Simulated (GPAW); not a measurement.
# Near-edge structure at the N K edge of Ta2N (P-3m1)

Aim: the near-edge shape at the N K edge of Ta2N (P-3m1), and what the core hole does to it.

Program: GPAW 26.7.0. Level of theory: X-ray absorption from dipole matrix elements to empty bands, plane-wave PAW PBE, without spin-orbit coupling. Results are calculated unless marked as measured.

**1. Starting point**

The structure is trigonal, space group P-3m1 (No. 164). The conventional cell has a = 3.113 Å, b = 3.113 Å, c = 4.870 Å, α = 90.00°, β = 90.00°, γ = 120.00°. Nearest to Ta lie 3 N at 2.18 Å. N has 6 Ta at 2.18 Å nearest. Farther neighbours and most contacts between anions are not listed.

As a file:

```cif
data_structure
_symmetry_space_group_name_H-M 'P-3m1'
_symmetry_Int_Tables_number 164
_cell_length_a 3.1129
_cell_length_b 3.1129
_cell_length_c 4.8698
_cell_angle_alpha 90.000
_cell_angle_beta 90.000
_cell_angle_gamma 120.000
_cell_volume 40.87
loop_
_atom_site_label
_atom_site_type_symbol
_atom_site_symmetry_multiplicity
_atom_site_Wyckoff_symbol
_atom_site_fract_x
_atom_site_fract_y
_atom_site_fract_z
_atom_site_occupancy
Ta1 Ta 2 d 0.33333 0.66667 0.25471 1
N1 N 1 a 0.00000 0.00000 0.00000 1
```

**2. Ground state of the crystal**

The ground state comes first: it tells whether the system has a gap, which decides how the excited electron is treated.

Contents of scf.py:

```python
import numpy as np
from ase import Atoms
from ase.parallel import parprint, paropen
from gpaw import GPAW, PW, FermiDirac, Mixer, MixerDif, setup_paths
from gpaw.test import gen
setup_paths.insert(0, '.')
gen('N', name='nch1s', xcname='PBE', corehole=(1, 0, 0), write_xml=True)
from gpaw.mpi import world
world.barrier()

atoms = Atoms('Ta2N',
    cell=[[3.11286151, 0, 0],
     [-1.55643075, 2.69581714, 0],
     [0, 0, 4.869841]],
    scaled_positions=[[0.33333333, 0.66666667, 0.254711],
     [0.66666667, 0.33333333, 0.745289],
     [0, 0, 0]],
    pbc=True)
atoms.calc = calc = GPAW(legacy_gpaw=True, mode=PW(500, force_complex_dtype=True), xc='PBE', setups={2: 'nch1s'},
    kpts={'size': (9, 9, 5), 'gamma': True}, occupations=FermiDirac(0.05),
    charge=0, mixer=Mixer(0.1, 5, 50), maxiter=150,
    convergence={'density': 0.0001, 'eigenstates': 1e-6}, txt='scf.txt')
energy = atoms.get_potential_energy() + calc.get_reference_energy()
ef = calc.get_fermi_level()
out = dict(energy=energy, fermi=ef, forces=atoms.get_forces().tolist())
parprint(f'all-electron energy {energy:.4f} eV, Fermi level {ef:.4f} eV')
ev = np.array([[calc.get_eigenvalues(k, s) for k in range(len(calc.get_ibz_k_points()))] for s in range(calc.get_number_of_spins())])
out['homo'], out['lumo'], out['counts'] = ev[ev < ef].max(), ev[ev > ef].min(), sorted(set((ev < ef).sum((0, 2)).tolist()))
out['filled'] = (ev[:, 0] < ef).sum(1).tolist()
import json
with paropen('out.json', 'w') as f:
    json.dump(out, f)
```

Command:

```sh
> OMP_NUM_THREADS=1 mpirun -n 4 gpaw python scf.py
```

Numbers of over 12 decimals in the logs are rounded to 6 here.

Log:

```text
Input parameters:
  convergence: {density: 0.0001,
                eigenstates: 1e-06}
  kpts: {gamma: True,
         size: (9, 9, 5)}
  maxiter: 150
  mixer: {backend: pulay,
          beta: 0.1,
          method: separate,
          nmaxold: 5,
          weight: 50}
  mode: {ecut: 500.0,
         force_complex_dtype: True,
         name: pw}
  occupations: {fixmagmom: False,
                name: fermi-dirac,
                width: 0.05}
  setups: {2: nch1s}
  xc: PBE

Initialize ...

[... PAW data sets ...]

Reference energy: -849826.604399  # eV

Spin-paired calculation

[... convergence settings ...]
Symmetries present (total): 2
  [... symmetry matrices ...]

405 k-points: 9 x 9 x 5 Monkhorst-Pack grid
203 k-points in the irreducible part of the Brillouin zone
       k-points in crystal coordinates                weights
   0:     0.00000000    0.00000000    0.00000000          1/405
   1:     0.00000000    0.00000000    0.20000000          2/405
   2:     0.00000000    0.00000000    0.40000000          2/405
   3:     0.00000000    0.11111111   -0.40000000          2/405
   4:     0.00000000    0.11111111   -0.20000000          2/405
   5:     0.00000000    0.11111111    0.00000000          2/405
   6:     0.00000000    0.11111111    0.20000000          2/405
   7:     0.00000000    0.11111111    0.40000000          2/405
   8:     0.00000000    0.22222222   -0.40000000          2/405
   9:     0.00000000    0.22222222   -0.20000000          2/405
          ...
 202:     0.44444444    0.44444444    0.40000000          2/405

Wave functions: Plane wave expansion
  Cutoff energy: 500.000 eV
  Number of coefficients (min, max): 1023, 1085
  Pulay-stress correction: 0.000000 eV/Ang^3 (de/decut=0.000000)
  Using FFTW library
  Wavefunction extrapolation:
    Improved wavefunction reuse through dual PAW basis

Occupation numbers: Fermi-Dirac:
  width: 0.0500  # eV

Eigensolver
   Davidson(niter=2)

Densities:
  Coarse grid: 18*18*27 grid
  Fine grid: 36*36*54 grid
  Total Charge: 0.000000

Density mixing:
  Method: separate
  Backend: pulay
  Linear mixing parameter: 0.1
  old densities: 5
  Width of damping distribution: 1.1
  Damping of long wavelength oscillations: 50

[... Hamiltonian set-up ...]
Number of atoms: 3
Number of atomic orbitals: 30
Number of bands in calculation: 23
Number of valence electrons: 31
Bands to converge: occupied

... initialized

Initializing position-dependent things.

Density initialized from atomic densities
Creating initial wave functions:
  23 bands from LCAO basis set

            Ta

         Ta

       N

Atomic positions and initial magnetic moments

Positions:
   0 Ta    -0.000000    1.797211    1.240402    ( 0.0000,  0.0000,  0.0000)
   1 Ta     1.556431    0.898606    3.629439    ( 0.0000,  0.0000,  0.0000)
   2 N      0.000000    0.000000    0.000000    ( 0.0000,  0.0000,  0.0000)

Unit cell:
           periodic     x           y           z      points  spacing
  1. axis:    yes    3.112862    0.000000    0.000000    18     0.1498
  2. axis:    yes   -1.556431    2.695817    0.000000    18     0.1498
  3. axis:    yes    0.000000    0.000000    4.869841    27     0.1804

  Lengths:   3.112862   3.112862   4.869841
  Angles:   90.000000  90.000000 120.000000

Effective grid spacing dv^(1/3) = 0.1672

iter:   1   -31.381262
iter:   2   -30.657265   -1.05  -1.11
iter:   3   -30.053199   -1.14  -1.22
iter:   4   -30.014069   -2.02  -1.48
iter:   5   -29.995777   -1.58  -1.57
iter:   6   -30.011854   -2.02  -2.03
iter:   7   -29.996281   -3.10  -2.35
iter:   8   -30.006590   -2.95  -2.60
iter:   9   -29.991738c  -2.59  -2.36
iter:  10   -29.991302c  -3.99  -3.10
iter:  11   -29.991229c  -5.14  -3.47
iter:  12   -29.991223c  -6.08c -3.64
iter:  13   -29.991236c  -5.60  -3.73
iter:  14   -29.991230c  -5.88  -3.91
iter:  15   -29.991226c  -6.41c -4.19c

Converged after 15 iterations.

Dipole moment: (0.000000, -0.000000, -0.000000) |e|*Ang

Energy contributions relative to reference atoms: (reference = -849826.604399)

Kinetic:        +21.239937
Potential:      -23.588599
External:        +0.000000
XC:             -27.156381
Entropy (-ST):   -0.013492
Local:           -0.479436
SIC:             +0.000000
--------------------------
Free energy:    -29.997972
Extrapolated:   -29.991226

Showing only first 2 kpts
 Kpt  Band  Eigenvalues  Occupancy
  0    13     12.74406    2.00000
  0    14     13.16461    1.98509
  0    15     13.16462    1.98509
  0    16     13.66487    0.01195

  1    13     12.11102    2.00000
  1    14     12.77387    1.99999
  1    15     12.77388    1.99999
  1    16     14.07027    0.00000

Fermi level: 13.40917

No gap
No difference between direct/indirect transitions

Forces in eV/Ang:
  0 Ta    0.00004   -0.00003    0.06644
  1 Ta   -0.00004    0.00003   -0.06644
  2 N     0.00000    0.00000    0.00000
Scalar-relativistic atomic PBE calculation for N (Nitrogen, Z=7)
Core hole in 1s state (1s occupation: 2.0)
300 radial gridpoints.
|------------------------------------------------|
|------------------------------------------------|
[... the atom generator's iteration count ...]

Energy contributions:
-------------------------
Kinetic:      +54.339986
XC:            -6.566540
Potential:   -102.225710
-------------------------
Total:        -54.452265

state      eigenvalue         ekin         rmax
-----------------------------------------------
1s^2.0 :   -14.137683    22.057244        0.148
2s^2.0 :    -0.682897     2.376541        1.013
2p^3.0 :    -0.260504     1.824138        0.974
-----------------------------------------------
(units: Bohr and Hartree)

Generating PAW setup
Kinetic energy of the core from tauc = 44.141722
Cutoffs:
rc(s)=1.140
rc(p)=1.000
rc(d)=1.090
rc(vbar)=1.120
rc(comp)=1.090
rc(nct)=1.140

Kinetic energy of the core states: 44.114489
Charge: 0.0
Core electrons: 2.0
Valence electrons: 5.0
Pseudo-core charge: 0.012446
Shape function alpha=8.417
Pseudo-electron charge 5.019651
state    eigenvalue         norm
--------------------------------
2s(2) :    -0.682897     1.073459
*s    :     0.317103
2p(3) :    -0.260504     0.953429
*p    :     0.739496
*d    :     0.000000
--------------------------------

Diagonalizing with gridspacing h=0.050

state   all-electron     PAW
-------------------------------
2s:      -0.682897    -0.683965
2p:      -0.260504    -0.262602
*d:                    0.047814
*f:                    0.075943
-------------------------------
all-electron energy -849856.5956 eV, Fermi level 13.4092 eV
```

Run time: 20 s. Hardware: 4 MPI ranks of Intel Xeon 6975P-C (Granite Rapids), shared host; peak memory 0.21 GiB.

The mesh shows no gap, so the system is treated as a metal and the core electron is put at the Fermi level (neutral cell).

**3. Spectrum without a core hole, N atom 3**

Without a hole the spectrum is the empty density of states of the right symmetry on the absorber, weighted by matrix elements. It needs only the small cell and serves as the baseline. The data set with a hole of occupation 0 only carries the core orbital.

The absorber has 6 Ta at 2.18 Å (octahedral, site symmetry -3m).

Contents of xas.py:

```python
import numpy as np
from ase import Atoms
from ase.parallel import parprint, paropen
from gpaw import GPAW, PW, FermiDirac, Mixer, MixerDif, setup_paths
from gpaw.test import gen
setup_paths.insert(0, '.')
gen('N', name='nch1s', xcname='PBE', corehole=(1, 0, 0), write_xml=True)
from gpaw.mpi import world
world.barrier()

atoms = Atoms('Ta2N',
    cell=[[3.11286151, 0, 0],
     [-1.55643075, 2.69581714, 0],
     [0, 0, 4.869841]],
    scaled_positions=[[0.33333333, 0.66666667, 0.254711],
     [0.66666667, 0.33333333, 0.745289],
     [0, 0, 0]],
    pbc=True)
atoms.calc = calc = GPAW(legacy_gpaw=True, mode=PW(500, force_complex_dtype=True), xc='PBE', setups={2: 'nch1s'},
    kpts={'size': (12, 12, 7), 'gamma': True}, occupations=FermiDirac(0.1),
    charge=0, mixer=Mixer(0.1, 5, 50), maxiter=150,
    convergence={'density': 0.0001, 'eigenstates': 1e-6}, txt='scf.txt')
energy = atoms.get_potential_energy() + calc.get_reference_energy()
ef = calc.get_fermi_level()
out = dict(energy=energy, fermi=ef, forces=atoms.get_forces().tolist())
parprint(f'all-electron energy {energy:.4f} eV, Fermi level {ef:.4f} eV')
ev = np.array([[calc.get_eigenvalues(k, s) for k in range(len(calc.get_ibz_k_points()))] for s in range(calc.get_number_of_spins())])
out['homo'], out['lumo'], out['counts'] = ev[ev < ef].max(), ev[ev > ef].min(), sorted(set((ev < ef).sum((0, 2)).tolist()))
out['filled'] = (ev[:, 0] < ef).sum(1).tolist()

from ase.units import Ha
from gpaw.xas import dipole_matrix_elements
nb = int(calc.get_number_of_electrons() / 2) + 38
top = nb
nscf = calc.fixed_density(kpts={'size': (7, 7, 4), 'gamma': True},
    convergence={'eigenstates': 1.0}, txt='nscf.txt')
nscf.diagonalize_full_hamiltonian(nbands=nb)
cell = atoms.cell.array
ops = [cell.T @ U.T @ np.linalg.inv(cell.T) for U in nscf.wfs.kd.symmetry.op_scc]
E = np.arange(-25, 34, 0.1)
fwhm = np.interp(E, [4, 25], [0.9, 3.5])
Y, X, zero, highest = 0, 0, 1e9, 1e9
for spin in range(nscf.get_number_of_spins()):
    wfs = nscf.wfs
    mine = wfs.bd.get_slice()  # this rank's bands
    A = dipole_matrix_elements(wfs.setups[2])
    eps = np.zeros((wfs.kd.nibzkpts, nb))
    d = np.zeros((3, A.shape[1], wfs.kd.nibzkpts, nb), complex)
    for kpt in wfs.kpt_u:
        if kpt.s == spin and 2 in kpt.P_ani:
            eps[kpt.k, mine] = kpt.eps_n * Ha
            d[:, :, kpt.k, mine] = (kpt.weight * wfs.nspins / 2) ** 0.5 * np.inner(A, kpt.P_ani[2])
    world.sum(eps)
    world.sum(d)
    T = np.einsum('amkn,bmkn->abkn', d, d.conj()).real
    T = sum(np.einsum('ai,ijkn,bj->abkn', R, T, R) for R in ops) / len(ops)
    empty = eps > ef
    zero, highest = min(zero, eps[empty].min()), min(highest, eps[:, top - 1].min())
    lines = [(eps, T, empty)] if spin == 0 else lines + [(eps, T, empty)]
for eps, T, empty in lines:
    f = np.einsum('aakn->akn', T).reshape(3, -1)
    x = eps.ravel() - zero
    w = np.interp(x, E, fwhm) / 2.35482
    g = np.exp(-0.5 * ((E[:, None] - x) / w) ** 2) / (w * (2 * np.pi) ** 0.5)
    Y = Y + (f * empty.ravel()) @ g.T
    X = X + (f * ~empty.ravel()) @ g.T
out.update(E=E.round(2).tolist(), xas=Y.tolist(), xes=X.tolist(), zero=zero, valid=highest - zero, nk=len(eps), nb=nb)
for i in range(0, len(E), 10):
    parprint(f'{E[i]:7.2f}', *(f'{v:10.3e}' for v in Y[:, i]))
import json
with paropen('out.json', 'w') as f:
    json.dump(out, f)
```

Command:

```sh
> OMP_NUM_THREADS=1 mpirun -n 4 gpaw python xas.py
```

Log:

```text
Input parameters:
  convergence: {density: 0.0001,
                eigenstates: 1e-06}
  kpts: {gamma: True,
         size: (12, 12, 7)}
  maxiter: 150
  mixer: {backend: pulay,
          beta: 0.1,
          method: separate,
          nmaxold: 5,
          weight: 50}
  mode: {ecut: 500.0,
         force_complex_dtype: True,
         name: pw}
  occupations: {fixmagmom: False,
                name: fermi-dirac,
[...]
*p    :     0.739496
*d    :     0.000000
--------------------------------

Diagonalizing with gridspacing h=0.050

state   all-electron     PAW
-------------------------------
2s:      -0.682897    -0.683965
2p:      -0.260504    -0.262602
*d:                    0.047814
*f:                    0.075943
-------------------------------
all-electron energy -849856.6050 eV, Fermi level 13.3805 eV
[...]
32.00  1.072e-04  1.072e-04  9.185e-05
  33.00  8.839e-05  8.839e-05  1.001e-04
[key lines of the parts left out:]
Converged after 16 iterations.
Dipole moment: (-0.000000, -0.000000, -0.000000) |e|*Ang
Free energy:    -30.021619
Fermi level: 13.38054
```

Wall time 94 s (4 MPI ranks); peak memory 0.41 GiB.

The N K spectrum, N atom 3, no core hole (energy from the lowest empty level; intensity scaled to a mean of 1 over the first 20 eV; polarised curves are means over the symmetry-equivalent atoms):

```
E (eV)  isotropic  ε ⊥ c  ε ∥ c
  -2.0       0.00   0.00   0.00
  -1.0       0.00   0.00   0.00
   0.0       0.57   0.58   0.53
   1.0       1.20   1.25   1.09
   2.0       1.74   1.82   1.58
   3.0       1.47   1.40   1.61
   4.0       1.13   0.90   1.57
   5.0       1.59   1.56   1.64
   6.0       1.64   1.97   0.96
   7.0       1.15   1.28   0.89
   8.0       0.93   0.77   1.26
   9.0       1.07   0.98   1.24
  10.0       1.25   1.20   1.37
  11.0       0.98   0.94   1.07
  12.0       0.74   0.84   0.55
  13.0       0.81   0.99   0.46
  14.0       0.83   0.94   0.61
  15.0       0.69   0.68   0.69
  16.0       0.61   0.57   0.69
  17.0       0.57   0.51   0.67
  18.0       0.49   0.45   0.58
  19.0       0.41   0.38   0.45
  20.0       0.39   0.36   0.45
  21.0       0.44   0.38   0.57
  22.0       0.50   0.41   0.68
  23.0       0.54   0.44   0.73
  24.0       0.56   0.49   0.71
  25.0       0.57   0.53   0.65
  26.0       0.59   0.59   0.57
  27.0       0.62   0.69   0.49
  28.0       0.66   0.78   0.41
  29.0       0.68   0.84   0.38
  30.0       0.69   0.83   0.42
  31.0       0.67   0.76   0.49
  32.0       0.62   0.65   0.56
```

Main maxima below 24 eV (height): 1.9 eV (1.76), 5.6 eV (1.69), 9.8 eV (1.26) and 13.6 eV (0.85). A K edge sees empty p states; the first features are N p mixed into the empty d states of the Ta neighbours, and the broad ones above probably into the cations' higher empty bands.

The same matrix elements for filled bands give the N K emission of N atom 3 (ground-state approximation; energy from the lowest empty level, largest value 1):

```
E (eV)  emission
-24.00      0.00
-23.25      0.00
-22.50      0.00
-21.75      0.00
-21.00      0.00
-20.25      0.00
-19.50      0.00
-18.75      0.00
-18.00      0.00
-17.25      0.00
-16.50      0.00
-15.75      0.00
-15.00      0.00
-14.25      0.00
-13.50      0.00
-12.75      0.00
-12.00      0.00
-11.25      0.00
-10.50      0.00
 -9.75      0.00
 -9.00      0.06
 -8.25      0.36
 -7.50      0.43
 -6.75      0.92
 -6.00      0.56
 -5.25      0.03
 -4.50      0.01
 -3.75      0.05
 -3.00      0.07
 -2.25      0.09
 -1.50      0.06
 -0.75      0.03
  0.00      0.01
  0.75      0.00
  1.50      0.00
  2.25      0.00
  3.00      0.00
```

Emission maxima: -6.6 eV (1.00) and -2.2 eV (0.09).

**4. Reference energy of the supercell**

The photon energy needs a difference of total energies, so the cell and mesh of the coming hole run are first run without a hole.

scf.py, as its differences from that of step 2:

```diff
@@ -10,12 +10,33 @@
 
-atoms = Atoms('Ta2N',
-    cell=[[3.11286151, 0, 0],
-     [-1.55643075, 2.69581714, 0],
-     [0, 0, 4.869841]],
-    scaled_positions=[[0.33333333, 0.66666667, 0.254711],
-     [0.66666667, 0.33333333, 0.745289],
-     [0, 0, 0]],
+atoms = Atoms('Ta16N8',
+    cell=[[-4.66929226, 2.69581714, 4.869841],
+     [4.66929226, -2.69581714, 4.869841],
+     [3.11286151, 5.39163429, 4.869841]],
+    scaled_positions=[[0.08568883, 0.91902217, 0.25],
+     [0.58568883, 0.41902217, 0.25],
+     [0.71068883, 0.04402217, 0.5],
+     [0.21068883, 0.54402217, 0.5],
+     [0.33568883, 0.16902217, 0.75],
+     [0.83568883, 0.66902217, 0.75],
+     [0.96068883, 0.29402217, 0],
+     [0.46068883, 0.79402217, 0],
+     [0.16431117, 0.33097783, 0.25],
+     [0.66431117, 0.83097783, 0.25],
+     [0.78931117, 0.45597783, 0.5],
+     [0.28931117, 0.95597783, 0.5],
+     [0.41431117, 0.58097783, 0.75],
+     [0.91431117, 0.08097783, 0.75],
+     [0.03931117, 0.70597783, 0],
+     [0.53931117, 0.20597783, 0],
+     [0, 0, 0],
+     [0.5, 0.5, 0],
+     [0.625, 0.125, 0.25],
+     [0.125, 0.625, 0.25],
+     [0.25, 0.25, 0.5],
+     [0.75, 0.75, 0.5],
+     [0.875, 0.375, 0.75],
+     [0.375, 0.875, 0.75]],
     pbc=True)
-atoms.calc = calc = GPAW(legacy_gpaw=True, mode=PW(500, force_complex_dtype=True), xc='PBE', setups={2: 'nch1s'},
-    kpts={'size': (9, 9, 5), 'gamma': True}, occupations=FermiDirac(0.05),
+atoms.calc = calc = GPAW(legacy_gpaw=True, mode=PW(500, force_complex_dtype=True), xc='PBE', setups={16: 'nch1s'},
+    kpts={'size': (3, 3, 3), 'gamma': True}, occupations=FermiDirac(0.1),
     charge=0, mixer=Mixer(0.1, 5, 50), maxiter=150,
```

Command:

```sh
> OMP_NUM_THREADS=1 mpirun -n 4 gpaw python scf.py
```

Log:

```text
Input parameters:
  convergence: {density: 0.0001,
                eigenstates: 1e-06}
  kpts: {gamma: True,
         size: (3, 3, 3)}
  maxiter: 150
  mixer: {backend: pulay,
          beta: 0.1,
          method: separate,
          nmaxold: 5,
          weight: 50}
  mode: {ecut: 500.0,
         force_complex_dtype: True,
         name: pw}
  occupations: {fixmagmom: False,
                name: fermi-dirac,
[...]
2s(2) :    -0.682897     1.073459
*s    :     0.317103
2p(3) :    -0.260504     0.953429
*p    :     0.739496
*d    :     0.000000
--------------------------------

Diagonalizing with gridspacing h=0.050

state   all-electron     PAW
-------------------------------
2s:      -0.682897    -0.683965
2p:      -0.260504    -0.262602
*d:                    0.047814
*f:                    0.075943
-------------------------------
all-electron energy -6798852.7434 eV, Fermi level 13.3506 eV
[key lines of the parts left out:]
Converged after 20 iterations.
Dipole moment: (-0.000000, -0.000000, -0.000000) |e|*Ang
Free energy:   -240.096818
Fermi level: 13.35060
```

The job ended after 2.8 min (4 MPI ranks; peak memory 0.61 GiB).

Reference energy: -6798852.743 eV with the cores included.

[end of part 1 of 3]

[Banner, clock and machine lines of the logs are left out without a mark of their own.]

[Logs are printed without paths, hosts, clocks, repeated set-up lines and the standing remarks that a program may print on its own settings, such as how far it seeks lower states.]

[Hosts, paths, dates, database ids (printed as entryN), source tags and the programs' standing remarks are cut or masked in the printed files.]

[Lists of maxima count a maximum above −3 eV only where it reaches 4 % of the highest in the window and stands out from its surroundings by 2 % of it (1.5 % where it reaches 55 %); shoulders and weaker maxima are passed over, and of the rest the first, up to two pre-edge ones and the few strongest are named.]
